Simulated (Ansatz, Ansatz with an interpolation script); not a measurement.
# G0W0 band structure of MgH2 (Pbcn)

Aim: the G0W0 bands of MgH2 (Pbcn) along the symmetry lines, with the gap off the mesh.

Program: Ansatz 0.2.0. Level of theory: LDA, Wannier functions and G0W0, plane waves, PAW. Results are calculated unless marked as measured.

Most raw output is cut from this account.

**1. The structure**

It takes space group Pbcn (No. 60, orthorhombic). Conventional cell: a = 4.479 Å, b = 5.393 Å, c = 4.896 Å, α = 90.00°, β = 90.00°, γ = 90.00°. Mg has 6 H at 1.90 to 1.99 Å nearest. Nearest to H lie 3 Mg at 1.90 to 1.99 Å. Farther neighbours are not listed.

The cell and positions are those that the Materials Project relaxed with its own functionals (PBE, PBE+U or r2SCAN), kept fixed. The default PAW set here is soft_2. Its files were made with PBE.

**2. LDA bands**

Levels along a band path, at the cheap level, show where the edges lie and whether the meshes to come will hold them.

This step: DFT, LDA, plane waves, PAW.

input.yaml reads:

```yaml
crystal:
  lattice:
    - [4.47907187, 0.0, 0.0]
    - [0.0, 5.39262234, 0.0]
    - [0.0, 0.0, 4.89550378]
  atoms:
    - { symbol: Mg, position: [0.5, 0.83152757, 0.75] }
    - { symbol: Mg, position: [0.0, 0.66847243, 0.25] }
    - { symbol: Mg, position: [0.5, 0.16847243, 0.25] }
    - { symbol: Mg, position: [0.0, 0.33152757, 0.75] }
    - { symbol: H, position: [0.72769253, 0.89106872, 0.41981232] }
    - { symbol: H, position: [0.22769253, 0.60893128, 0.58018768] }
    - { symbol: H, position: [0.77230747, 0.60893128, 0.91981232] }
    - { symbol: H, position: [0.27230747, 0.89106872, 0.08018768] }
    - { symbol: H, position: [0.72769253, 0.10893128, 0.91981232] }
    - { symbol: H, position: [0.22769253, 0.39106872, 0.08018768] }
    - { symbol: H, position: [0.77230747, 0.39106872, 0.41981232] }
    - { symbol: H, position: [0.27230747, 0.10893128, 0.58018768] }
kpoints:
  mp_grid: { grid: [4, 4, 4] }
  band_path:
    path:
      - [[0.0, 0.0, 0.0], [0.5, 0.0, 0.0], [0.5, 0.5, 0.0], [0.0, 0.5, 0.0], [0.0, 0.0, 0.0], [0.0, 0.0, 0.5], [0.5, 0.0, 0.5], [0.5, 0.5, 0.5], [0.0, 0.5, 0.5], [0.0, 0.0, 0.5]]
      - [[0.5, 0.0, 0.0], [0.5, 0.0, 0.5]]
      - [[0.0, 0.5, 0.0], [0.0, 0.5, 0.5]]
      - [[0.5, 0.5, 0.0], [0.5, 0.5, 0.5]]
    npoints: 10
hamiltonian:
  xc: lda
scf:
  occupations: { method: fermi_dirac, width: 0.02 }
  n_extra_bands: 62
output:
  eigenvalues: true
  fatbands: true
```

On the command line:

```bash
> ansatz run input.yaml --threads 16 --pin off --max-ram 64512MiB --backend cuda --events-out ev --progress --plain --runs-dir out --devices 1 --max-vram 78GiB
```

Run time: 3.3 s. Hardware: 1 × NVIDIA GB200 (shared by 2 runs) with 16 threads of Arm Neoverse V2, shared host; peak memory 1.4 GiB; 5.9 s of CPU time.

Numbers from this step:

- filled bands: 24
- gap: 3.279 eV
- valence top at: Γ
- conduction bottom at: k = (0.350, 0.000, 0.000)
- least direct gap: 3.413 eV

The gap is indirect, with the least direct gap 0.13 eV higher.

**3. Wannier functions (H:1s Mg:3s) on 8×8×8**

Localised functions give a small Hamiltonian that interpolates between mesh points at no cost.

This step: maximally localised Wannier functions, LDA, plane waves, PAW.

input.yaml, the sections that differ from step 2:

```yaml
kpoints:
  mp_grid: { grid: [4, 4, 4] }
scf:
  occupations: { method: fixed }
  n_extra_bands: 62
output:
  wannier:
    kmesh: [8, 8, 8]
    projections: [{ species: H, l: s, shell: 1 }, { species: Mg, l: s, shell: 3 }]
    minimise: true
    write_hr: true
    seedname: w
    conv_tol: 1.0e-06
    max_iter: 20000
    stability_check: false
    disentanglement:
      window: [-4.91, 18.51]
      frozen_window: [-4.91, 6.11]
      conv_tol: 1.0e-08
# crystal, hamiltonian: as in step 2
```

Run time: 11 s. Hardware: 1 × NVIDIA GB200 (shared by 2 runs) with 16 threads; peak memory 1.5 GiB.

w.win, one line in 2:

```text
! ansatz wannier90 interface
! states of the run's bands (counted from 1): 1-50
num_wann  = 12
conv_tol = 1e-6
dis_win_min = -4.91
dis_froz_min = -4.91
dis_num_iter = 10000
guiding_centres = true

Ang
                      0.0               5.39262234                      0.0
end unit_cell_cart
begin atoms_frac
Mg                       0.0               0.66847243                     0.25
Mg                       0.0               0.33152757                     0.75
H                 0.22769253               0.60893128               0.58018768
H                 0.27230747               0.89106872               0.08018768
H                 0.22769253               0.39106872               0.08018768
H                 0.27230747               0.10893128               0.58018768
```

This step gave:

| Item | Value |
| --- | --- |
| gauge-invariant spread | 23.63 Å² |
| diagonal spread | 0.01497 Å² |
| off-diagonal spread | 0.8240 Å² |
| total spread | 24.47 Å² |
| least projectability | 0.05505 |
| localisation steps | 95 |
| disentanglement steps | 2135 |
| r.m.s. interpolation error | 0.005441 eV |
| r.m.s. error near the gap | 0.007322 eV |

Near the gap the model misses directly solved bands by 7.3 meV r.m.s. and by 110 meV at most in the window tested. This tests the starting bands, not the corrections carried with them.

Wannier functions, by row:

```csv
function,x (Å),y (Å),z (Å),spread (Å²),nearest atom,distance (Å)
1,3.096,4.791,2.14,1.47,H5,0.185
2,0.856,3.298,2.756,1.47,H6,0.185
3,3.623,3.298,4.587,1.47,H7,0.185
4,1.383,4.791,0.308,1.47,H8,0.185
5,3.096,0.601,4.587,1.47,H9,0.185
6,0.856,2.095,0.308,1.47,H10,0.185
7,3.623,2.095,2.14,1.47,H11,0.185
8,1.383,0.601,2.756,1.47,H12,0.185
9,2.24,3.248,3.672,3.178,Mg1,1.236
10,0,4.841,1.224,3.178,Mg2,1.236
11,2.24,2.145,1.224,3.178,Mg3,1.236
12,0,0.551,3.672,3.178,Mg4,1.236
```

Frozen up to 3.88 eV; above it the model need not follow the bands. Electronic bands along the path, in eV, zero at the valence-band top:

```
    point  band 21  band 22  band 23  band 24  band 25  band 26  band 27  band 28
        Γ    -1.96    -0.97    -0.25     0.00     3.41     4.82     7.70     9.87
  halfway    -1.95    -1.08    -0.51    -0.46     3.45     5.98     7.22     7.95
        X    -1.60    -1.60    -1.16    -1.16     3.56     3.56     8.01     8.01
  halfway    -1.45    -1.45    -0.57    -0.57     4.11     4.11     8.10     8.10
        S    -1.15    -1.15    -0.68    -0.68     4.74     4.74     8.22     8.22
  halfway    -1.49    -1.49    -0.55    -0.55     5.59     5.59     7.37     7.37
        Y    -1.13    -1.13    -0.56    -0.56     4.80     4.80     8.04     8.04
  halfway    -1.05    -0.82    -0.80    -0.36     3.68     5.15     7.37     9.33
        Γ    -1.96    -0.97    -0.25     0.00     3.41     4.82     7.70     9.87
  halfway    -1.70    -0.60    -0.48    -0.24     3.79     6.13     8.09     8.14
        Z    -1.02    -1.02    -0.75    -0.75     5.31     5.31     8.02     8.02
  halfway    -1.67    -1.67    -0.75    -0.75     5.54     5.54     7.01     7.01
        U    -1.17    -1.17    -1.17    -1.17     5.52     5.52     5.52     5.52
  halfway    -1.78    -1.78    -1.78    -1.78     6.82     6.82     6.82     6.82
        R    -2.50    -2.50    -2.50    -2.50     7.62     7.62     7.62     7.62
  halfway    -1.35    -1.35    -1.30    -1.30     6.32     6.32     8.28     8.28
        T    -0.42    -0.42    -0.42    -0.42     6.80     6.80     6.80     6.80
  halfway    -0.84    -0.84    -0.27    -0.27     5.80     5.80     7.71     7.71
        Z    -1.02    -1.02    -0.75    -0.75     5.31     5.31     8.02     8.02
jump to X    -1.60    -1.60    -1.16    -1.16     3.56     3.56     8.01     8.01
  halfway    -1.45    -1.45    -1.10    -1.10     5.01     5.01     7.30     7.30
        U    -1.17    -1.17    -1.17    -1.17     5.52     5.52     5.52     5.52
jump to Y    -1.13    -1.13    -0.56    -0.56     4.80     4.80     8.04     8.04
  halfway    -0.92    -0.92    -0.13    -0.13     5.44     5.44     7.79     7.79
        T    -0.42    -0.42    -0.42    -0.42     6.80     6.80     6.80     6.80
jump to S    -1.15    -1.15    -0.68    -0.68     4.74     4.74     8.22     8.22
```

The same for Kohn-Sham, solved directly:

| point | band 21 | band 22 | band 23 | band 24 | band 25 | band 26 | band 27 | band 28 |
| --- | --- | --- | --- | --- | --- | --- | --- | --- |
| Γ | -1.96 | -0.97 | -0.25 | 0.00 | 3.41 | 4.20 | 5.58 | 6.22 |
| X | -1.60 | -1.60 | -1.16 | -1.16 | 3.56 | 3.56 | 5.36 | 5.36 |
| S | -1.15 | -1.15 | -0.68 | -0.68 | 4.67 | 4.67 | 4.80 | 4.80 |
| Y | -1.13 | -1.13 | -0.56 | -0.56 | 4.35 | 4.35 | 5.07 | 5.07 |
| Γ | -1.96 | -0.97 | -0.25 | 0.00 | 3.41 | 4.20 | 5.58 | 6.22 |
| Z | -1.02 | -1.02 | -0.75 | -0.75 | 4.58 | 4.58 | 4.93 | 4.93 |
| U | -1.17 | -1.17 | -1.17 | -1.17 | 3.96 | 3.96 | 3.96 | 3.96 |
| R | -2.50 | -2.50 | -2.50 | -2.50 | 6.79 | 6.79 | 6.79 | 6.79 |
| T | -0.42 | -0.42 | -0.42 | -0.42 | 5.69 | 5.69 | 5.69 | 5.69 |
| Z | -1.02 | -1.02 | -0.75 | -0.75 | 4.58 | 4.58 | 4.93 | 4.93 |
| X | -1.60 | -1.60 | -1.16 | -1.16 | 3.56 | 3.56 | 5.36 | 5.36 |
| U | -1.17 | -1.17 | -1.17 | -1.17 | 3.96 | 3.96 | 3.96 | 3.96 |
| Y | -1.13 | -1.13 | -0.56 | -0.56 | 4.35 | 4.35 | 5.07 | 5.07 |
| T | -0.42 | -0.42 | -0.42 | -0.42 | 5.69 | 5.69 | 5.69 | 5.69 |

**4. G0W0 at every point of the mesh: 4×4×4 mesh, 876 empty bands, screening to 220 eV**

G0W0 replaces the xc potential by the self-energy, built once from these orbitals. Only a window of levels is corrected, while the sums run over the empty bands that the input names.

This step: G0W0 on LDA, plane waves, PAW.

input.yaml, the sections that differ from step 3:

```yaml
scf:
  occupations: { method: fixed }
gw:
  n_empty_bands: 876
  ecut_chi: 220.0
  qp_bands: [v8, c2]
  screening: { model: contour_deformation }
# crystal, kpoints, hamiltonian: as in step 3
# output: removed
```

Wall time 65 s (1 × NVIDIA GB200 (shared by 2 runs) with 16 threads); peak memory 3.5 GiB.

This step gave:

```
bands summed                                 : 900
RPA ε∞ on this mesh (eigenvalues)            : 4.109, 4.144, 4.144
plane waves in the screening matrix          : 881
q-points in the mesh                         : 64
G0W0 gap on the mesh                         : 5.573 eV
k of the valence top                         : 0, 0, 0
k of the conduction bottom                   : 0, 0, 0
starting gap on the mesh                     : 3.413 eV
Z at the valence top                         : 0.7636
Z at the conduction bottom                   : 0.8102
least direct G0W0 gap on the computed points : 5.573 eV
```

The gap on the mesh goes from 3.41 eV to 5.57 eV, a correction of +2.16 eV. Between the two edge states, bare exchange in place of the xc potential would open the gap by 7.93 eV, and correlation takes back 5.77 eV. The start differs from the 3.28 eV found before because this mesh misses an edge.

**5. Interpolating the corrections**

A script adds the corrections, carried to the Wannier functions and back, to the LDA levels, along the path and on a 13×9×13 mesh.

| Quantity | Value |
| --- | --- |
| G0W0 gap over the zone | 5.458 eV |
| valence top at | Γ |
| starting gap over the zone | 3.277 eV |
| least direct G0W0 gap | 5.573 eV |
| G0W0 gap on the mesh | 5.573 eV |
| valence width, start | 6.985 eV |
| valence width, G0W0 | 6.623 eV |
| gap by a rigid shift | 5.436 eV |

Levels solved directly plus the interpolated quasiparticle correction. Limits: finite bands, cutoff and mesh. The quasiparticle bands at the labelled points (eV, zero at the valence-band top of each set):

```csv
point,band 21,band 22,band 23,band 24,band 25
Γ,-1.93,-0.83,-0.24,0.00,5.57
halfway,-1.81,-1.00,-0.48,-0.44,5.61
X,-1.52,-1.52,-1.08,-1.08,5.79
halfway,-1.41,-1.41,-0.57,-0.57,6.08
S,-1.11,-1.11,-0.67,-0.67,6.86
halfway,-1.43,-1.43,-0.51,-0.51,6.81
Y,-1.10,-1.10,-0.49,-0.49,6.54
halfway,-0.98,-0.76,-0.69,-0.35,5.88
Γ,-1.93,-0.83,-0.24,0.00,5.57
halfway,-1.67,-0.52,-0.47,-0.19,5.97
Z,-1.00,-1.00,-0.61,-0.61,6.77
halfway,-1.60,-1.60,-0.68,-0.68,6.07
U,-1.14,-1.14,-1.14,-1.14,6.14
halfway,-1.69,-1.69,-1.69,-1.69,7.20
R,-2.36,-2.36,-2.36,-2.36,8.95
halfway,-1.26,-1.26,-1.21,-1.21,8.08
T,-0.40,-0.40,-0.40,-0.40,7.85
halfway,-0.82,-0.82,-0.24,-0.24,6.89
Z,-1.00,-1.00,-0.61,-0.61,6.77
jump to X,-1.52,-1.52,-1.08,-1.08,5.79
halfway,-1.39,-1.39,-1.04,-1.04,6.47
U,-1.14,-1.14,-1.14,-1.14,6.14
jump to Y,-1.10,-1.10,-0.49,-0.49,6.54
halfway,-0.90,-0.90,-0.12,-0.12,6.97
T,-0.40,-0.40,-0.40,-0.40,7.85
jump to S,-1.11,-1.11,-0.67,-0.67,6.86
```

The same for LDA:

| point | band 21 | band 22 | band 23 | band 24 | band 25 |
| --- | --- | --- | --- | --- | --- |
| Γ | -1.96 | -0.97 | -0.25 | 0.00 | 3.41 |
| X | -1.60 | -1.60 | -1.16 | -1.16 | 3.56 |
| S | -1.15 | -1.15 | -0.68 | -0.68 | 4.67 |
| Y | -1.13 | -1.13 | -0.56 | -0.56 | 4.35 |
| Γ | -1.96 | -0.97 | -0.25 | 0.00 | 3.41 |
| Z | -1.02 | -1.02 | -0.75 | -0.75 | 4.58 |
| U | -1.17 | -1.17 | -1.17 | -1.17 | 3.96 |
| R | -2.50 | -2.50 | -2.50 | -2.50 | 6.79 |
| T | -0.42 | -0.42 | -0.42 | -0.42 | 5.69 |
| Z | -1.02 | -1.02 | -0.75 | -0.75 | 4.58 |
| X | -1.60 | -1.60 | -1.16 | -1.16 | 3.56 |
| U | -1.17 | -1.17 | -1.17 | -1.17 | 3.96 |
| Y | -1.13 | -1.13 | -0.56 | -0.56 | 4.35 |
| T | -0.42 | -0.42 | -0.42 | -0.42 | 5.69 |

Minima of the lowest conduction band, from levels solved directly at the displaced points, plus the interpolated correction; masses are left empty at degenerate points, on flat bands and where the interpolated correction rules the curvature; G0W0 masses are rough. Conduction valleys, by row:

```
point  k (reciprocal lattice)  valleys in the zone  G0W0 level above the valence top (eV)  LDA level above the valence top (eV)  G0W0 principal masses (m_e)  LDA principal masses (m_e)
    -      0.339 0.000 -0.000                    2                                  5.458                                 3.277            0.448 0.475 0.931           0.399 0.516 0.880
    Γ       0.000 0.000 0.000                    1                                  5.573                                 3.413            0.185 0.855 0.975           0.181 1.035 1.076
```

Second differences of levels solved directly at the displaced points, plus the interpolated correction, at the quasiparticle band edges; no spin-orbit coupling; left empty where the band is flat or the interpolated correction rules the curvature. Effective masses, by row:

| carrier | point | Cartesian direction | band | LDA mass (m_e) | G0W0 mass (m_e) |
| --- | --- | --- | --- | --- | --- |
| hole | Γ | 100 | 24 | 0.843 | 0.89 |
| hole | Γ | 010 | 24 | 0.933 | 0.959 |
| hole | Γ | 001 | 24 | 1.656 | 1.913 |
| hole | Γ | 110 | 24 | 0.888 | 0.925 |
| hole | Γ | 111 | 24 | 1.04 | 1.106 |
| electron | 0.339 0.000 -0.000 | 100 | 25 | 0.515 | 0.474 |
| electron | 0.339 0.000 -0.000 | 010 | 25 | 0.879 | 0.93 |
| electron | 0.339 0.000 -0.000 | 001 | 25 | 0.4 | 0.451 |
| electron | 0.339 0.000 -0.000 | 110 | 25 | 0.65 | 0.628 |
| electron | 0.339 0.000 -0.000 | 111 | 25 | 0.539 | 0.556 |

Corrections by starting level (eV, on the run's own energy scale, so only their differences matter):

```
start  correction
-6.99       −1.10
-5.34       −1.16
-4.47       −1.22
-3.87       −1.27
-3.08       −1.33
-2.54       −1.34
-2.06       −1.35
-1.71       −1.44
-1.30       −1.38
-1.10       −1.41
-0.75       −1.33
-0.51       −1.44
-0.24       −1.42
 3.41       +0.69
 4.29       +0.71
 4.79       +0.80
 6.79       +0.61
```

**6. Outcome**

```yaml
lda_gap: 3.28 eV
g0w0_gap_over_the_zone: 5.46 eV, indirect
least_direct_g0w0_gap_in_the_model: 5.57 eV
gw_settings: 4×4×4 mesh, 876 empty bands, screening to 220 eV
known_limits: not at the basis limit
```

**Reading.** The Wannier model follows the LDA bands to 7 meV r.m.s. near the gap, and misses by up to 110 meV in the window tested, so levels away from the edges are rougher. The G0W0 gap over the zone is 5.46 eV, indirect, from Γ to k = (0.339, 0.000, 0.000); on the mesh alone it is 5.57 eV, and a rigid shift of the LDA bands would give 5.44 eV. The valence width in the model goes from 6.99 eV to 6.62 eV. At the band edge the lightest electron mass is 0.4 m_e at the start and 0.45 m_e in G0W0; the G0W0 masses rest on corrections from the 4×4×4 mesh alone and are rough. Bands and cutoff are finite, so the gap is not at the basis limit. The miss can reach some tenths of an eV and take either sign; the mesh is an error of its own. Above the frozen window of the model the interpolated levels need not meet the computed ones, even at points of the mesh.

[Paths, hosts, dates, memory and timing lines, banners, echoed tables and standing remarks are left out of the program output.]

[Logs are printed without paths, hosts, clocks, repeated set-up lines and the standing remarks that a program may print on its own settings, such as how far it seeks lower states.]

[Runs of the session that timed out or met a known fault of the program may be left out.]

[Hosts, paths, dates, database ids (printed as entryN), source tags and the programs' standing remarks are cut or masked in the printed files.]
